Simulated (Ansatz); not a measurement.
## BAs (F-43m): refractive index against wavelength

The refractive index of BAs (F-43m) below the direct gap (3.28 eV on the mesh) is read from one computed spectrum, n = √(Re ε).

Symmetry: F-43m, No. 216, cubic system. The conventional cell has a = 4.777 Å, b = 4.777 Å, c = 4.777 Å, α = 90.00°, β = 90.00°, γ = 90.00°. As on site c is surrounded by 4 B at 2.07 Å. B on site a has 4 As at 2.07 Å as nearest neighbours.

Method: Ansatz 0.2.0, PBE, independent particles, k-mesh 12×12×12 with interpolation inside its cells, Gaussian parameter 0.1 eV.

Launch of the response step: `ansatz run input.yaml --threads 4 --pin off --max-ram 8192MiB --backend cpu --events-out ev --progress --plain --runs-dir out`. The run took 6 s, on 4 threads of Arm Neoverse V2 (shared host).

| wavelength (nm) | photon energy E (eV) | n |
| --- | --- | --- |
| 1550 | 0.800 | 3.2100 |
| 1310 | 0.946 | 3.2232 |
| 1064 | 1.165 | 3.2475 |
| 850 | 1.459 | 3.2901 |
| 700 | 1.771 | 3.3503 |
| 633 | 1.959 | 3.3952 |
| 532 | 2.331 | ? |

In the single-oscillator model n² − 1 = E₀E_d/(E₀² − E²), so 1/(n² − 1) = E₀/E_d − E²/(E₀E_d) is linear in E².

Working, on the rows shown:

| x = E² (eV²) | y = 1/(n² − 1) |
| --- | --- |
| 0.639837 | 0.107479 |
| 0.895757 | 0.106507 |
| 1.35784 | 0.104753 |
| 2.12762 | 0.101784 |
| 3.13716 | 0.0978042 |
| 3.83641 | 0.0949904 |

Means: x̄ = 1.9991, ȳ = 0.10222. Σ(x − x̄)(y − ȳ) = -0.03187, Σ(x − x̄)² = 8.164. Slope = -0.03187 / 8.164 = -0.003904; intercept = ȳ − slope · x̄ = 0.11002. Turned back into n, the line misses the rows shown by at most 0.00096.

Problem. What does the fit predict for the withheld row, and how well does it do?

Solution. At x = 5.4314 the line gives y = 0.088821, that is 3.5012. The run gave 3.5104, so the extrapolation is off by 0.0092, 3 % of the range in the table.

Refitted with all rows, the slope is -0.003985 and the intercept 0.11015. These give E₀ = √(intercept/−slope) = 5.26 eV and E_d = E₀/intercept = 47.7 eV; E₀ is 1.6 times the direct gap. The electronic limit at long wavelengths, without lattice vibrations, is n = √(1 + 1/intercept) = 3.175. Excitons are left out and so are local fields; PBE gaps are as a rule too small. Spin-orbit coupling is left out.
